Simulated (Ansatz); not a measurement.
# Decaying states in the gap of SrBeSeS

A new crystal, SrBeSeS: structure, gap and complex bands. It is built by putting Be for part of the Sr in the Sr2SeS structure of space group R-3m, with the volume rescaled by atomic radii. The parent structure comes from the Materials Project.

Method: LDA DFT, plane waves, PAW files, in the first sound run; inputs show where later runs differ, in Ansatz 0.2.0.

Most raw output is cut from this account.

The structure was built from a prototype and need not be the compound's stable phase.

## Step 1: The starting structure

The structure is trigonal, space group R3m (No. 160). The conventional cell has a = 3.929 Å, b = 3.929 Å, c = 19.271 Å, α = 90.00°, β = 90.00°, γ = 120.00°. Sr has 3 S at 2.75 Å and 3 Se at 2.81 Å nearest. Nearest to Be lie 3 S at 2.75 Å and 3 Se at 2.81 Å. Se has 3 Be at 2.81 Å and 3 Sr at 2.81 Å nearest. Nearest to S lie 3 Sr at 2.75 Å and 3 Be at 2.75 Å. It derives from Sr2SeS. Be for part of the Sr in the Sr2SeS structure of space group R-3m. Farther neighbours and most contacts between anions are not listed.

## Step 2: Relaxing the new crystal

The substituted atoms don't fit the parent's cell, so cell and atoms relax together. A small smearing keeps the run stable in case the gap closes on the way.

input.yaml

```yaml
crystal:
  lattice:
    - [1.9645306074, 1.134222275, 6.4236656754]
    - [-1.9645306074, 1.134222275, 6.4236656754]
    - [0.0, -2.2684445501, 6.4236656754]
  atoms:
    - { symbol: Sr, position: [0.24718407, 0.24718407, 0.24718407] }
    - { symbol: Be, position: [0.75281593, 0.75281593, 0.75281593] }
    - { symbol: Se, position: [0.0, 0.0, 0.0] }
    - { symbol: S, position: [0.5, 0.5, 0.5] }
kpoints:
  mp_grid: { grid: [6, 6, 6] }
scf:
  occupations: { method: gaussian, width: 0.03 }
hamiltonian:
  xc: lda
output:
  forces: true
  stress: true
relax:
  f_tol: 0.02
  max_steps: 60
  cell: {}
```

Command:

```
$ ansatz run input.yaml --threads 2 --pin off --max-ram 4096MiB --backend cpu --events-out ev --progress --plain --runs-dir out
```

The job ended after 18 s (2 threads of Arm Neoverse V2, shared host; peak memory 0.4 GiB).

Step by step:

| step | energy less that of the first step (eV) | largest force component (eV/Å) | pressure (GPa) | volume (Å³) |
| --- | --- | --- | --- | --- |
| 1 | 0.0000 | 3.1554 | -0.79 | 85.88 |
| 2 | -0.8239 | 1.6316 | -3.67 | 85.09 |
| 3 | -1.0029 | 1.1085 | -3.65 | 83.99 |
| 4 | -1.1978 | 0.4448 | -1.12 | 79.33 |
| 5 | -1.2199 | 0.0518 | -0.73 | 79.02 |
| 6 | -1.2222 | 0.0204 | -0.12 | 78.33 |
| 7 | -1.2223 | 0.0136 | 0.00 | 78.19 |
| 8* | -1.2217 | 0.0136 | 0.00 | 78.19 |

Relaxation steps marked * repeat the geometry before them on a plane-wave basis chosen anew for their cell, so energy and pressure can jump there.

Forces are held to the 6 operations that the run works with; a distortion that breaks them can't arise in this run.

| conventional cell, symmetrised | before | after | change |
| --- | --- | --- | --- |
| a (Å) | 3.929 | 3.778 | -3.8 % |
| b (Å) | 3.929 | 3.778 | -3.8 % |
| c (Å) | 19.271 | 18.976 | -1.5 % |
| volume (Å³/atom) | 21.47 | 19.55 | -9.0 % |

The atoms that moved most (Å, as changes of fractional coordinates times the final cell):

| atom | dx | dy | dz | length |
| --- | --- | --- | --- | --- |
| Se3 | 0.000 | 0.000 | 0.406 | 0.406 |
| S4 | 0.000 | 0.000 | -0.316 | 0.316 |
| Be2 | 0.000 | 0.000 | -0.055 | 0.055 |
| Sr1 | 0.000 | 0.000 | -0.035 | 0.035 |

The relaxed structure:

```xyz
4
Lattice="1.8890 1.0906 6.3254 -1.8890 1.0906 6.3254 0.0000 -2.1812 6.3254" Properties=species:S:1:pos:R:3 pbc="T T T"
Sr    0.0000    0.0000    4.6552
Be    0.0000    0.0000   14.2308
Se    0.0000    0.0000    0.4058
S     0.0000    0.0000    9.1723
```

Numbers from this step:

| Quantity | Value |
| --- | --- |
| free energy | -9789.7865 eV |
| Fermi energy | 9.018 eV |
| pressure | -0.004504 GPa |

The largest force component on a free atom ends at 0.014 eV/Å.

## Step 3: Band edges

The energy window and the wavevectors of the next steps follow from the band edges, so these are searched first, off the mesh as well.

input.yaml

```yaml
crystal:
  lattice:
    - [1.8890103772, 1.0906206498, 6.3253663508]
    - [-1.8890103772, 1.0906206498, 6.3253663508]
    - [0.0, -2.1812412996, 6.3253663508]
  atoms:
    - { symbol: Sr, position: [0.2453188734, 0.2453188734, 0.2453188734] }
    - { symbol: Be, position: [0.7499351809, 0.7499351809, 0.7499351809] }
    - { symbol: Se, position: [0.0213850368, 0.0213850368, 0.0213850368] }
    - { symbol: S, position: [0.4833609089, 0.4833609089, 0.4833609089] }
kpoints:
  mp_grid: { grid: [8, 8, 8] }
  band_path: { path: [VBM, CBM], npoints: 30 }
scf:
  occupations: { method: fixed }
hamiltonian:
  xc: lda
output:
  eigenvalues: true
  write_potential: true
  write_density: true
  volumetric_format: npy
```

Wall time 11 s (2 threads); peak memory 0.41 GiB.

This step gave:

| Item | Value |
| --- | --- |
| free energy | -9789.7894 eV |
| Fermi energy | 8.223 eV |
| gap on the k-mesh | 1.590 eV |
| gap on path | 1.590 eV, by band count; negative where bands overlap |
| direct gap on path | 2.279 eV |
| edge places on path | 0, 1.016 1/A along the path |

Electronic bands along the path, in eV, zero at the Fermi level (highest filled level under fixed occupations); v1 is the highest filled band, c1 the lowest empty one:

| point | v4 | v3 | v2 | v1 | c1 | c2 | c3 | c4 |
| --- | --- | --- | --- | --- | --- | --- | --- | --- |
| VBM | -1.39 | -0.53 | -0.53 | 0.00 | 2.28 | 3.13 | 3.88 | 4.28 |
| halfway | -2.17 | -2.14 | -0.82 | -0.49 | 2.87 | 3.37 | 3.79 | 4.34 |
| CBM | -2.50 | -1.67 | -1.39 | -1.08 | 1.59 | 2.45 | 4.31 | 6.26 |

The searched edges give 1.59 eV, as on the mesh.

## Step 4: Decaying states in the gap

This step: LDA DFT, plane waves, PAW files; complex bands by layer matching along the plane's normal (Ansatz 0.2.0).

The same crystal is laid in a cell whose first two vectors span the (101) plane (indices of the standard conventional cell, whose axes can be ordered otherwise than in the bulk input). At fixed energy and wavevector in the plane the solver finds all kz, real and complex. A few wavevectors are listed, (0, 0), (-0.5, 0) and (0, -0.5) in units of the plane's reciprocal vectors; the slowest state needn't be among them.

input.yaml

```yaml
crystal:
  lattice:
    - [6.690894789, 0.0, 0.0]
    - [1.066631689, 3.624325822, 0.0]
    - [1.066631689, 1.655209147, 3.22428602]
  atoms:
    - { symbol: Sr, position: [0.7359566202, 0.7546811266, 0.7546811266] }
    - { symbol: Be, position: [0.2498055427, 0.2500648191, 0.2500648191] }
    - { symbol: Se, position: [0.0641551104, 0.9786149632, 0.9786149632] }
    - { symbol: S, position: [0.4500827267, 0.5166390911, 0.5166390911] }
kpoints:
  mp_grid: { grid: [8, 8, 8] }
scf:
  occupations: { method: fixed }
hamiltonian:
  xc: lda
output:
  eigenvalues: true
  transmission:
    leads: [[0, 0]]
    kpoints: [[0.0, 0.0], [-0.5, 0.0], [0.0, -0.5]]
    e_range: [-1.0, 2.59]
    de: 0.07
```

Run time: 44 s. Hardware: 2 threads; peak memory 0.59 GiB; 70 s of CPU time.

Numbers from this step:

| Item | Value |
| --- | --- |
| level to which the leads are filled | 0.7950 eV from the Fermi level |
| decay constant at the filling level, zone centre | 0.2370 Å⁻¹ |
| decay constant at the filling level, slowest listed point | 0.1897 Å⁻¹ |

K parallel (0, 0); values up to 1.5 1/Å, a degenerate pair printed once or twice; energies at which all values exceed this have no row. The Im kz of the slowest decaying states by energy, zero at the highest filled level on the SCF mesh:

| energy (eV) | decay 1 (Å⁻¹) | decay 2 (Å⁻¹) | decay 3 (Å⁻¹) | decay 4 (Å⁻¹) |
| --- | --- | --- | --- | --- |
| -1.00 | 0.141 | 0.212 | 0.744 | 0.763 |
| -0.79 | 0.167 | 0.216 | 0.223 | 0.611 |
| -0.65 | 0.179 | 0.195 | 0.277 | 0.476 |
| -0.44 | 0.0280 | 0.0853 | 0.191 | 0.335 |
| -0.30 | 0.137 | 0.195 | 0.364 | 0.367 |
| -0.09 | 0.194 | 0.400 | 0.506 | 0.565 |
| -0.02 | 0.201 | 0.410 | 0.535 | 0.549 |
| 0.05 | 0.0936 | 0.208 | 0.421 | 0.536 |
| 0.26 | 0.209 | 0.237 | 0.450 | 0.511 |
| 0.40 | 0.220 | 0.277 | 0.469 | 0.502 |
| 0.61 | 0.231 | 0.327 | 0.493 | 0.500 |
| 0.82 | 0.237 | 0.375 | 0.486 | 0.540 |
| 0.96 | 0.239 | 0.409 | 0.482 | 0.542 |
| 1.17 | 0.239 | 0.475 | 0.476 | 0.634 |
| 1.31 | 0.228 | 0.247 | 0.472 | 0.473 |
| 1.52 | 0.205 | 0.259 | 0.464 | 0.468 |
| 1.66 | 0.190 | 0.262 | 0.458 | 0.465 |
| 1.87 | 0.162 | 0.263 | 0.448 | 0.458 |
| 2.01 | 0.136 | 0.262 | 0.441 | 0.454 |
| 2.22 | 0.0684 | 0.257 | 0.412 | 0.429 |
| 2.36 | 0.250 | 0.352 | 0.375 | 0.419 |
| 2.57 | 0.111 | 0.232 | 0.290 | 0.400 |

K parallel (-0.5, 0); values up to 1.5 1/Å, a degenerate pair printed once or twice; energies at which all values exceed this have no row. Im kz of the slowest decaying states against energy, zero at the highest filled level on the SCF mesh:

| energy (eV) | decay 1 (Å⁻¹) | decay 2 (Å⁻¹) | decay 3 (Å⁻¹) | decay 4 (Å⁻¹) |
| --- | --- | --- | --- | --- |
| -1.00 | 0.169 | 0.198 | 0.240 | 0.527 |
| -0.86 | 0.222 | 0.236 | 0.307 | 0.510 |
| -0.72 | 0.218 | 0.281 | 0.371 | 0.485 |
| -0.58 | 0.0475 | 0.178 | 0.314 | 0.443 |
| -0.44 | 0.0972 | 0.305 | 0.342 | 0.454 |
| -0.30 | 0.124 | 0.364 | 0.376 | 0.462 |
| -0.16 | 0.142 | 0.384 | 0.433 | 0.468 |
| -0.02 | 0.155 | 0.401 | 0.472 | 0.487 |
| 0.12 | 0.166 | 0.417 | 0.475 | 0.509 |
| 0.26 | 0.174 | 0.431 | 0.475 | 0.485 |
| 0.40 | 0.180 | 0.445 | 0.473 | 0.475 |
| 0.54 | 0.185 | 0.454 | 0.457 | 0.466 |
| 0.68 | 0.188 | 0.424 | 0.460 | 0.469 |
| 0.89 | 0.190 | 0.374 | 0.452 | 0.464 |
| 1.03 | 0.190 | 0.336 | 0.447 | 0.459 |
| 1.17 | 0.189 | 0.293 | 0.441 | 0.452 |
| 1.31 | 0.186 | 0.240 | 0.434 | 0.444 |
| 1.45 | 0.171 | 0.183 | 0.427 | 0.436 |
| 1.59 | 0.177 | 0.405 | 0.419 | 0.426 |
| 1.73 | 0.170 | 0.367 | 0.409 | 0.415 |
| 1.87 | 0.161 | 0.326 | 0.399 | 0.402 |
| 2.01 | 0.150 | 0.283 | 0.388 | 0.388 |
| 2.15 | 0.135 | 0.233 | 0.372 | 0.376 |
| 2.29 | 0.114 | 0.171 | 0.354 | 0.362 |
| 2.43 | 0.0649 | 0.0813 | 0.332 | 0.347 |
| 2.57 | 0.307 | 0.330 | 0.455 | 0.548 |

K parallel (0, -0.5); values up to 1.5 1/Å, a degenerate pair printed once or twice; energies at which all values exceed this have no row. The Im kz of the slowest decaying states by energy, zero at the highest filled level on the SCF mesh:

| energy (eV) | decay 1 (Å⁻¹) | decay 2 (Å⁻¹) | decay 3 (Å⁻¹) | decay 4 (Å⁻¹) |
| --- | --- | --- | --- | --- |
| -1.00 | 0.0737 | 0.173 | 0.454 | 0.790 |
| -0.86 | 0.0939 | 0.415 | 0.776 | 0.846 |
| -0.72 | 0.124 | 0.212 | 0.387 | 0.762 |
| -0.58 | 0.181 | 0.312 | 0.366 | 0.747 |
| -0.44 | 0.0709 | 0.218 | 0.350 | 0.372 |
| -0.30 | 0.121 | 0.248 | 0.337 | 0.415 |
| -0.16 | 0.151 | 0.272 | 0.326 | 0.449 |
| -0.02 | 0.172 | 0.293 | 0.316 | 0.477 |
| 0.12 | 0.189 | 0.306 | 0.312 | 0.500 |
| 0.26 | 0.202 | 0.295 | 0.329 | 0.521 |
| 0.40 | 0.213 | 0.284 | 0.345 | 0.539 |
| 0.54 | 0.221 | 0.271 | 0.361 | 0.553 |
| 0.68 | 0.228 | 0.258 | 0.378 | 0.562 |
| 0.89 | 0.233 | 0.234 | 0.408 | 0.522 |
| 1.03 | 0.213 | 0.237 | 0.436 | 0.470 |
| 1.17 | 0.188 | 0.238 | 0.411 | 0.466 |
| 1.31 | 0.157 | 0.238 | 0.362 | 0.491 |
| 1.45 | 0.114 | 0.236 | 0.324 | 0.512 |
| 1.59 | 0.232 | 0.291 | 0.500 | 0.531 |
| 1.73 | 0.227 | 0.261 | 0.485 | 0.551 |
| 1.87 | 0.218 | 0.231 | 0.469 | 0.576 |
| 2.01 | 0.199 | 0.207 | 0.426 | 0.479 |
| 2.15 | 0.164 | 0.191 | 0.392 | 0.478 |
| 2.29 | 0.120 | 0.168 | 0.362 | 0.472 |
| 2.43 | 0.0454 | 0.130 | 0.333 | 0.463 |
| 2.57 | 0.0496 | 0.306 | 0.453 | 0.465 |

At the listed wavevectors the last open channel is at -0.02 eV and the next at +1.59 eV on the grid. At +0.82 eV, the grid energy nearest the filling level (the middle of the gap on the SCF mesh), the slowest state at the listed wavevectors decays with κ = 0.190 Å⁻¹, its amplitude falling by e over 5.3 Å. Through 1 nm of this crystal that state's transmission falls by exp(−2 × 0.190 Å⁻¹ × 10 Å) = 0.023.

## Step 5: Band edges at another level

This step: PBE DFT, plane waves, PAW files (Ansatz 0.2.0).

The edges again with PBE, at the same atoms.

input.yaml

```yaml
crystal:
  lattice:
    - [1.8890103772, 1.0906206498, 6.3253663508]
    - [-1.8890103772, 1.0906206498, 6.3253663508]
    - [0.0, -2.1812412996, 6.3253663508]
  atoms:
    - { symbol: Sr, position: [0.2453188734, 0.2453188734, 0.2453188734] }
    - { symbol: Be, position: [0.7499351809, 0.7499351809, 0.7499351809] }
    - { symbol: Se, position: [0.0213850368, 0.0213850368, 0.0213850368] }
    - { symbol: S, position: [0.4833609089, 0.4833609089, 0.4833609089] }
kpoints:
  mp_grid: { grid: [8, 8, 8] }
  band_path: { path: [VBM, CBM], npoints: 30 }
scf:
  occupations: { method: fixed }
hamiltonian:
  xc: pbe
output:
  eigenvalues: true
```

Elapsed: 10 s, on 2 threads; peak memory 0.41 GiB.

Numbers from this step:

```
free energy        : -10012.1154 eV
Fermi energy       : 8.463 eV
gap on the k-mesh  : 1.749 eV
gap on path        : 1.749 eV, by band count; negative where bands overlap
direct gap on path : 2.435 eV
```

Electronic bands along the path, in eV, zero at the Fermi level (highest filled level under fixed occupations); v1 is the highest filled band, c1 the lowest empty one:

| point | v4 | v3 | v2 | v1 | c1 | c2 | c3 | c4 |
| --- | --- | --- | --- | --- | --- | --- | --- | --- |
| VBM | -1.39 | -0.51 | -0.51 | 0.00 | 2.43 | 3.26 | 4.00 | 4.41 |
| halfway | -2.15 | -2.11 | -0.81 | -0.48 | 3.00 | 3.54 | 3.89 | 4.43 |
| CBM | -2.48 | -1.67 | -1.37 | -1.06 | 1.75 | 2.54 | 4.45 | 6.38 |

The searched edges give 1.75 eV, as on the mesh.

## Step 6: Complex bands at another level

This step: PBE DFT, plane waves, PAW files; complex bands by layer matching along the plane's normal (Ansatz 0.2.0).

The complex bands at that level, over its own gap, at (0, 0) and (-0.5, 0).

input.yaml

```yaml
crystal:
  lattice:
    - [6.690894789, 0.0, 0.0]
    - [1.066631689, 3.624325822, 0.0]
    - [1.066631689, 1.655209147, 3.22428602]
  atoms:
    - { symbol: Sr, position: [0.7359566202, 0.7546811266, 0.7546811266] }
    - { symbol: Be, position: [0.2498055427, 0.2500648191, 0.2500648191] }
    - { symbol: Se, position: [0.0641551104, 0.9786149632, 0.9786149632] }
    - { symbol: S, position: [0.4500827267, 0.5166390911, 0.5166390911] }
kpoints:
  mp_grid: { grid: [8, 8, 8] }
scf:
  occupations: { method: fixed }
hamiltonian:
  xc: pbe
output:
  eigenvalues: true
  transmission:
    leads: [[0, 0]]
    kpoints: [[0.0, 0.0], [-0.5, 0.0]]
    e_range: [-1.0, 2.75]
    de: 0.07
```

It took 33 s on 2 threads; peak memory 0.6 GiB.

This step gave:

* level to which the leads are filled: 0.8746 eV from the Fermi level
* decay constant at the filling level, zone centre: 0.2436 Å⁻¹
* decay constant at the filling level, slowest listed point: 0.1956 Å⁻¹

K parallel (0, 0); values up to 1.5 1/Å, a degenerate pair printed once or twice; energies at which all values exceed this have no row. The Im kz of the slowest decaying states by energy, zero at the highest filled level on the SCF mesh:

| energy (eV) | decay 1 (Å⁻¹) | decay 2 (Å⁻¹) | decay 3 (Å⁻¹) | decay 4 (Å⁻¹) |
| --- | --- | --- | --- | --- |
| -1.0000 | 0.0210 | 0.142 | 0.214 | 0.742 |
| -0.7200 | 0.176 | 0.222 | 0.250 | 0.551 |
| -0.5100 | 0.0114 | 0.135 | 0.192 | 0.320 |
| -0.2300 | 0.153 | 0.202 | 0.379 | 0.416 |
| -0.0200 | 0.203 | 0.413 | 0.531 | 0.571 |
| 0.2600 | 0.210 | 0.242 | 0.454 | 0.524 |
| 0.4700 | 0.228 | 0.296 | 0.483 | 0.509 |
| 0.7500 | 0.240 | 0.359 | 0.498 | 0.529 |
| 1.0300 | 0.245 | 0.422 | 0.489 | 0.555 |
| 1.2400 | 0.246 | 0.483 | 0.488 | 0.625 |
| 1.5200 | 0.223 | 0.259 | 0.474 | 0.483 |
| 1.7300 | 0.201 | 0.265 | 0.465 | 0.479 |
| 2.0100 | 0.166 | 0.266 | 0.452 | 0.470 |
| 2.2200 | 0.125 | 0.262 | 0.440 | 0.463 |
| 2.5000 | 0.248 | 0.358 | 0.395 | 0.422 |

K parallel (-0.5, 0); values up to 1.5 1/Å, a degenerate pair printed once or twice; energies at which all values exceed this have no row. Im kz of the slowest decaying states against energy, zero at the highest filled level on the SCF mesh:

| energy (eV) | decay 1 (Å⁻¹) | decay 2 (Å⁻¹) | decay 3 (Å⁻¹) | decay 4 (Å⁻¹) |
| --- | --- | --- | --- | --- |
| -1.00 | 0.155 | 0.200 | 0.236 | 0.546 |
| -0.79 | 0.232 | 0.256 | 0.330 | 0.522 |
| -0.65 | 0.204 | 0.297 | 0.391 | 0.495 |
| -0.44 | 0.0940 | 0.297 | 0.342 | 0.461 |
| -0.23 | 0.133 | 0.377 | 0.400 | 0.472 |
| -0.09 | 0.150 | 0.396 | 0.454 | 0.477 |
| -0.02 | 0.157 | 0.405 | 0.479 | 0.481 |
| 0.12 | 0.168 | 0.422 | 0.482 | 0.528 |
| 0.33 | 0.180 | 0.444 | 0.483 | 0.488 |
| 0.47 | 0.186 | 0.457 | 0.478 | 0.482 |
| 0.68 | 0.192 | 0.460 | 0.468 | 0.475 |
| 0.82 | 0.195 | 0.431 | 0.462 | 0.474 |
| 1.03 | 0.196 | 0.381 | 0.454 | 0.467 |
| 1.24 | 0.195 | 0.323 | 0.445 | 0.457 |
| 1.38 | 0.193 | 0.276 | 0.439 | 0.449 |
| 1.59 | 0.183 | 0.187 | 0.423 | 0.427 |
| 1.80 | 0.178 | 0.367 | 0.414 | 0.418 |
| 1.94 | 0.170 | 0.328 | 0.404 | 0.406 |
| 2.15 | 0.153 | 0.263 | 0.384 | 0.386 |
| 2.36 | 0.129 | 0.178 | 0.357 | 0.366 |
| 2.50 | 0.0835 | 0.104 | 0.336 | 0.351 |
| 2.71 | 0.297 | 0.326 | 0.459 | 0.551 |

At the listed wavevectors the last open channel is at -0.02 eV and the next at +1.80 eV on the grid. At +0.89 eV, the grid energy nearest the filling level (the middle of the gap on the SCF mesh), the slowest state at the listed wavevectors decays with κ = 0.196 Å⁻¹, its amplitude falling by e over 5.1 Å; the first such run, plane (101), gave 0.190 Å⁻¹ over as many of its listed wavevectors.

## Step 7: A repeat with changed settings

This step: LDA DFT, plane waves, PAW files; complex bands by layer matching along the plane's normal; changed: output.transmission.kpoints = [[0, 0]], output.transmission.kmesh = [4, 4], scf.max_iter = 80 (Ansatz 0.2.0).

This run repeats an earlier one, its twin (the complex run, plane (101)), with three settings changed (output.transmission.kpoints, scf.max_iter, output.transmission.kmesh; files written aside). The setting was drawn as a possible misstep, on purpose. Where the input is shown as a difference, that is against the step before, not the twin.

Edit input.yaml of step 6 so:

```diff
@@ -14,4 +14,5 @@
   occupations: { method: fixed }
+  max_iter: 80
 hamiltonian:
-  xc: pbe
+  xc: lda
 output:
@@ -20,4 +21,5 @@
     leads: [[0, 0]]
-    kpoints: [[0.0, 0.0], [-0.5, 0.0]]
-    e_range: [-1.0, 2.75]
+    kpoints: [[0, 0]]
+    e_range: [-1.0, 2.59]
     de: 0.07
+    kmesh: [4, 4]
```

Run time: 0.12 s. Hardware: 2 threads; peak memory 0.086 GiB.

The program refused the input before any cycle.

The program's message: “Error: inconsistent input (output.transmission.kmesh, output.transmission.kpoints): both name the wavevectors across the current: give one”

The change that led to it: output.transmission.kpoints = [[0, 0]] and output.transmission.kmesh = [4, 4].

## Step 8: Outcome

| Item | Value |
| --- | --- |
| band gap | 1.59 eV |
| least decay constant at mid-gap, normal to (101) | 0.190 Å⁻¹ |
| least decay constant, PBE | 0.196 Å⁻¹ |

**Reading.** With LDA, the slowest decay at the wavevectors tried is κ = 0.190 Å⁻¹, normal to (101). Through such a film the transmission near mid-gap falls as exp(−2κd), a factor of ten every 6.1 Å. A free electron under a barrier of half the gap would need a mass of 0.17 mₑ to decay at this rate. The slowest decay isn't at the zone centre. With PBE the gap goes from 1.59 to 1.75 eV and the decay constant, over the first 2 listed wavevectors, from 0.190 to 0.196 Å⁻¹. The compound is made up by substitution; its stability against other phases and against distortions of the cell's symmetry was not tested. A semilocal functional narrows gaps, so real decay constants are likely larger.

[Logs are printed without paths, hosts, clocks, repeated set-up lines and the standing remarks that a program may print on its own settings, such as how far it seeks lower states.]

[Hosts, paths, dates, database ids (printed as entryN), source tags and the programs' standing remarks are cut or masked in the printed files.]
